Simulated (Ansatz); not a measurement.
# TiBr2 (1T sheet): how robust is the cRPA U?, part 2 of 2

What does U in TiBr2 (1T sheet) depend on besides the window?

Ansatz 0.2.0; constrained RPA on LDA, plane waves, PAW.

So far. Step 4 (Changed: 3×3×1 mesh): On the Ti d shell, screening brings the on-site interaction from 13.7 eV down to U = 4.32 eV. Step 6 (Changed: accuracy low): On the Ti d shell, screening brings the on-site interaction from 13.7 eV down to U = 4.41 eV.

### 7. Changed: a wide Fermi-Dirac smearing

Contents of input.yaml:

```yaml
crystal:
  lattice:
    - [2.38385328, 0.0, -2.38385328]
    - [-2.38385328, 2.38385328, 0.0]
    - [17.33064614, 17.33064614, 17.33064614]
  atoms:
    - { symbol: Ti, position: [0.0, 0.0, 0.3182933598] }
    - { symbol: Br, position: [0.3333333333, 0.6666666667, 0.373991355] }
    - { symbol: Br, position: [0.6666666667, 0.3333333333, 0.2625953646] }
  periodic: [true, true, false]
kpoints:
  mp_grid: { grid: [12, 12, 1] }
hamiltonian:
  xc: lda
scf:
  occupations: { method: fermi_dirac, width: 1.0 }
  n_extra_bands: 19
  max_iter: 150
  lower_state_search: "off"
output:
  crpa:
    kmesh: [6, 6, 1]
    target_bands: [v1, c4]
    projections: [{ species: Ti, l: d, shell: 3 }]
```

Launch:

```bash
> ansatz run input.yaml --threads 8 --pin off --max-ram 14745MiB --backend cpu --events-out ev --progress --plain --runs-dir out
```

Numbers of over 12 decimals in the logs are rounded to 6 here.

The program printed:

```text
scf.n_extra_bands = 19 over 13 filled bands (N_el = 26.0): the run solves 32 bands
Engine: ansatz 0.2.0, aarch64-unknown-linux-gnu
Pseudopotentials: kind: paw
Pseudopotential: Ti, paw, valence charge 12, recommended cutoff 420 eV (normal), Ti.paw.azcp
Pseudopotential: Br, paw, valence charge 7, recommended cutoff 420 eV (normal), Br.paw.azcp
Functional definition: SPW92
  exchange = slater_x
  correlation = pw_c
Crystal: 3 atoms, lattice volume = 295.458 Å³
Basis set: ecut = 420 eV, 5825 PW (Γ)
[...]
Error: refused after 7 iterations: slab_electrons_in_vacuum = 1.61e-4 (threshold 1.00e-6); electrons that its smearing lays highest leave the slab for the vacuum on both its sides, from a quarter of the vector that does not repeat out to the cut: the least energy of a wave there at their k-point stands 4.8 eV under their level, and 1.61e-4 e/Å² of theirs stand a quarter out or further, so that the energy and levels can hang on that vector's length. Under a cutoff below the recommended one the basis itself can leave a density there or draw electrons out: first raise basis.ecutwfc. Narrow scf.occupations.width, or fill by another scf.occupations.method. [rest of the remark cut]
```

Run time: 1.9 s. Hardware: 8 threads of Arm Neoverse V2, shared host; peak memory 0.79 GiB.

Residual by cycle:

cycle, log10 residual and a bar from the least value:
```
        1       -0.5 ##############################
        2       -2.2 #######################
        3       -2.7 #####################
        4       -3.5 ##################
        5       -4.9 #############
        6       -6.4 #######
        7       -8.1
```

The run ended with an error.

After 7 cycles the residual stands at 7.7e-9.

The program's message: “Error: refused after 7 iterations: slab_electrons_in_vacuum = 1.61e-4 (threshold 1.00e-6); electrons that its smearing lays highest leave the slab for the vacuum on both its sides, from a quarter of t …”

The fault put into this input: a wide Fermi-Dirac smearing.

### 8. Changed: strain -3%

The cell differs from the one that the last finished run ended in (a 3.371 → 3.270 Å, b 3.371 → 3.270 Å).

Changes to input.yaml since step 7:

```diff
@@ -2,4 +2,4 @@
   lattice:
-    - [2.38385328, 0.0, -2.38385328]
-    - [-2.38385328, 2.38385328, 0.0]
+    - [2.3123376816, 0.0, -2.3123376816]
+    - [-2.3123376816, 2.3123376816, 0.0]
     - [17.33064614, 17.33064614, 17.33064614]
@@ -15,3 +15,3 @@
 scf:
-  occupations: { method: fermi_dirac, width: 1.0 }
+  occupations: { method: gaussian, width: 0.08 }
   n_extra_bands: 19
@@ -24 +24,6 @@
     projections: [{ species: Ti, l: d, shell: 3 }]
+  local_orbitals:
+    kmesh: [12, 12, 1]
+    orbitals: [{ species: Ti, l: d, shell: 3 }]
+    window: { bands: [v1, c4] }
+    seedname: lo
```

The program printed:

```text
[...]
Crystal: 3 atoms, lattice volume = 277.996 Å³
Basis set: ecut = 420 eV, 5537 PW (Γ)
Bands: 32, of which v1, the nominal top of the filled ones, is band 13 counted from 1 (12 counted from 0)
Symmetry: 12 space group operations
[...]
k-points: 19 of 144
[...]
χ-basis size per q: N_G = 983..1035
[...]
screened: U = 4.2271 eV, U' = 3.5471 eV, J = 0.3247 eV
      screened d-shell averages: U_bar = F0 = 3.6831 eV, J_bar = 0.4607 eV
      screened, to within: U = 9.7e-3 eV, U' = 9.7e-3 eV, J = 4.5e-4 eV
      screened d-shell averages, to within: U_bar = 8.9e-3 eV, J_bar = 6.5e-4 eV
      bare: V = 13.3534 eV, V' = 12.4537 eV, J = 0.4209 eV
      bare d-shell averages: V_bar = F0 = 12.6336 eV, J_bar = 0.6008 eV
[...]
[key lines of the parts left out:]
SCF converged after 7 iterations
Free energy (F): -7841.249221 eV
Fermi energy:    -3.873041 eV
```

The job ended after 59 s (8 threads; peak memory 2.5 GiB; 7.2 min of CPU time).

Numbers from this step:

- U: 4.227 eV
- U prime (inter-orbital): 3.547 eV
- J: 0.3247 eV
- bare V: 13.35 eV
- bare J: 0.4209 eV
- stated bound on U: 0.009668 eV
- U over bare V: 0.3166
- electrons in the window: 2.000
- head of the constrained inverse dielectric matrix: 0.6678
- least eigenvalue of the projection's overlap: 0.6293
- target functions: 5
- bands in the sums: 34
- r.m.s. miss of the model bands: 0.001212 eV
- width of the target bands: 4.225 eV
- weight of the projected orbitals in the window: 0.8010

On the Ti d shell, screening brings the on-site interaction from 13.4 eV down to U = 4.23 eV.

### 9. Changed: potentials

input.yaml, the sections that differ from step 8:

```yaml
crystal:
  lattice:
    - [2.38385328, 0.0, -2.38385328]
    - [-2.38385328, 2.38385328, 0.0]
    - [17.33064614, 17.33064614, 17.33064614]
  atoms:
    - { symbol: Ti, position: [0.0, 0.0, 0.3182933598] }
    - { symbol: Br, position: [0.3333333333, 0.6666666667, 0.373991355] }
    - { symbol: Br, position: [0.6666666667, 0.3333333333, 0.2625953646] }
  periodic: [true, true, false]
hamiltonian:
  xc: lda
  pseudopotentials: { kind: paw, source: ansatz }
output:
  crpa:
    kmesh: [6, 6, 1]
    target_bands: [v1, c4]
    projections: [{ species: Ti, l: d, shell: 3 }]
# kpoints, scf: as in step 8
```

The program printed:

```text
Ti: projections on atomic orbitals take those of the free atom [Ne] 3s2 3p6 3d2 4s2, of charge +0.00 (hamiltonian.pseudopotentials.projection_atoms); the dataset's partial waves leave at most 3.9e-6 of an orbital's norm unspanned inside its sphere
[...]
Crystal: 3 atoms, lattice volume = 295.458 Å³
Basis set: ecut = 740 eV, 13591 PW (Γ)
[...]
χ-basis size per q: N_G = 1049..1083
[...]
screened: U = 4.4397 eV, U' = 3.7373 eV, J = 0.3373 eV
      screened d-shell averages: U_bar = F0 = 3.8778 eV, J_bar = 0.4778 eV
      screened, to within: U = 1.1e-2 eV, U' = 1.1e-2 eV, J = 6.4e-4 eV
      screened d-shell averages, to within: U_bar = 9.8e-3 eV, J_bar = 9.1e-4 eV
      bare: V = 13.6697 eV, V' = 12.7459 eV, J = 0.4358 eV
      bare d-shell averages: V_bar = F0 = 12.9307 eV, J_bar = 0.6206 eV
[...]
[key lines of the parts left out:]
SCF converged after 8 iterations
Free energy (F): -14548.984566 eV
Fermi energy:    -3.910058 eV
```

Wall time 5.1 min (8 threads); peak memory 4.8 GiB; 40 min of CPU time.

This step gave:

```yaml
u: 4.440 eV
u_prime_inter_orbital: 3.737 eV
j: 0.3373 eV
bare_v: 13.67 eV
bare_j: 0.4358 eV
stated_bound_on_u: 0.01088 eV
u_over_bare_v: 0.3248
electrons_in_the_window: 2.000
head_of_the_constrained_inverse_dielectric_matrix: 0.6875
least_eigenvalue_of_the_projection_s_overlap: 0.6812
target_functions: 5
bands_in_the_sums: 54
width_of_the_target_bands: 3.787 eV
weight_of_the_projected_orbitals_in_the_window: 0.8241
```

On the Ti d shell, screening brings the on-site interaction from 13.7 eV down to U = 4.44 eV.

### 10. Side by side

Times are wall times on 8 threads of Arm Neoverse V2, shared host, good to a factor of about two.

| run | bare V (eV) | U (eV) | J (eV) | bound on U (eV) | width (eV) | time |
| --- | --- | --- | --- | --- | --- | --- |
| target window | 13.68 | 4.435 | 0.338 | 0.0106 | 3.79 | 53 s |
| 9×9×1 mesh | 13.64 | 4.428 | 0.337 | 0.0103 | 3.79 | 2.8 min |
| 3×3×1 mesh | 13.72 | 4.319 | 0.335 | 0.0103 | 3.79 | 16 s |
| accuracy low | 13.68 | 4.414 | 0.337 | 0.0965 | 3.79 | 41 s |
| strain -3% | 13.35 | 4.227 | 0.325 | 0.0097 | 4.23 | 59 s |
| potentials | 13.67 | 4.440 | 0.337 | 0.0109 | 3.79 | 5.1 min |

### 11. Outcome

```yaml
target_window: U 4.43 eV, J 0.34 eV
9x9x1_mesh: U 4.43 eV, J 0.34 eV
3x3x1_mesh: U 4.32 eV, J 0.33 eV
accuracy_low: U 4.41 eV, J 0.34 eV
strain_minus_3: U 4.23 eV, J 0.32 eV
potentials: U 4.44 eV, J 0.34 eV
```

In words: 9×9×1 mesh moves U by −0.01 eV (within the solver's bounds, for the mean over orbitals) at 3.2 times the time. 3×3×1 mesh moves U by −0.12 eV at 0.31 times the time. Accuracy low moves U by −0.02 eV (within the solver's bounds, for the mean over orbitals). Strain -3% moves U by −0.21 eV. Potentials moves U by +0.01 eV (within the solver's bounds, for the mean over orbitals) at 5.8 times the time. The printed bound covers the solver alone, not the mesh. The parent state is non-magnetic and the interaction static (zero frequency); U depends on the window and the orbitals, so it belongs to this model alone.

[Paths, hosts, dates, memory and timing lines, banners, echoed tables and standing remarks are left out of the program output.]

[Logs are printed without paths, hosts, clocks, repeated set-up lines and the standing remarks that a program may print on its own settings, such as how far it seeks lower states.]

[Runs of the session that timed out or met a known fault of the program may be left out.]

[Hosts, paths, dates, database ids (printed as entryN), source tags and the programs' standing remarks are cut or masked in the printed files.]
